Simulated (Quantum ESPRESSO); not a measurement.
The C K edge of atom 5 in Dy3AlC (Pm-3m), with 6 Dy at 2.44 Å (octahedral, site symmetry m-3m), was computed in 3 ways: excited-electron core hole (neutral cell), full core hole (charged cell) and no core hole. Program and functional: Quantum ESPRESSO XSpectra, LDA, without spin-orbit coupling, Lorentzian half width 0.4 eV; cells of 5 and 10 atoms (the run without a hole in the smaller).

Each run is counted from its own lowest empty level or Fermi level and scaled to a mean of 1 over its first 20 eV.

```csv
E (eV),run 1,run 2,run 3
-2.0,0.05,0.05,0.06
-1.0,0.08,0.08,0.10
0.0,0.24,0.21,0.30
1.0,0.47,0.57,0.91
2.0,1.26,1.40,1.09
3.0,0.81,0.78,0.85
4.0,0.69,1.28,1.46
5.0,1.22,0.97,1.01
6.0,0.89,1.30,1.62
7.0,1.25,1.72,1.17
8.0,1.11,1.01,1.22
9.0,1.03,1.61,1.69
10.0,1.42,1.91,2.12
11.0,2.12,1.92,1.63
12.0,1.88,1.06,0.84
13.0,1.31,0.75,0.68
14.0,0.91,0.58,0.57
15.0,0.78,0.55,0.53
16.0,0.69,0.57,0.51
17.0,0.57,0.46,0.52
18.0,0.52,0.54,0.47
19.0,0.50,0.54,0.63
20.0,0.68,0.63,0.57
21.0,0.54,0.58,0.54
22.0,0.56,0.52,0.53
23.0,0.53,0.59,0.71
24.0,0.74,1.13,1.32
25.0,1.40,1.25,0.99
26.0,1.07,0.97,1.05
27.0,1.20,1.09,1.10
28.0,1.37,1.03,0.80
29.0,0.98,0.68,0.67
30.0,0.78,0.59,0.56
31.0,0.84,0.44,0.37
32.0,0.50,0.30,0.28
```

**Question.** Which run is which?

Run 1: no core hole (area from −2 to 6 eV 5.1, main maxima 2.1 eV (1.35), 4.8 eV (1.36), 7.4 eV (1.48), 10.7 eV (2.46) and 11.6 eV (1.99)). Run 2: full core hole (charged cell) (area from −2 to 6 eV 6.0, main maxima 2.0 eV (1.40), 4.3 eV (1.48), 6.7 eV (2.03) and 10.4 eV (2.15)). Run 3: excited-electron core hole (neutral cell) (area from −2 to 6 eV 6.4, main maxima 1.6 eV (1.39), 3.9 eV (1.47), 6.4 eV (2.01) and 10.0 eV (2.13)). With each curve scaled to its own mean, the area from −2 to 6 eV with the hole is 6.0 against 5.1, and the centre of weight from −1 to 20 eV moves by -0.8 eV: the hole pulls the absorber's empty states down.

[Banner, clock and machine lines of the logs are left out without a mark of their own.]

[Logs are printed without paths, hosts, clocks, repeated set-up lines and the standing remarks that a program may print on its own settings, such as how far it seeks lower states.]

[Hosts, paths, dates, database ids (printed as entryN), source tags and the programs' standing remarks are cut or masked in the printed files.]

[Lists of maxima count a maximum above −3 eV only where it reaches 4 % of the highest in the window and stands out from its surroundings by 2 % of it (1.5 % where it reaches 55 %); shoulders and weaker maxima are passed over, and of the rest the first, up to two pre-edge ones and the few strongest are named.]
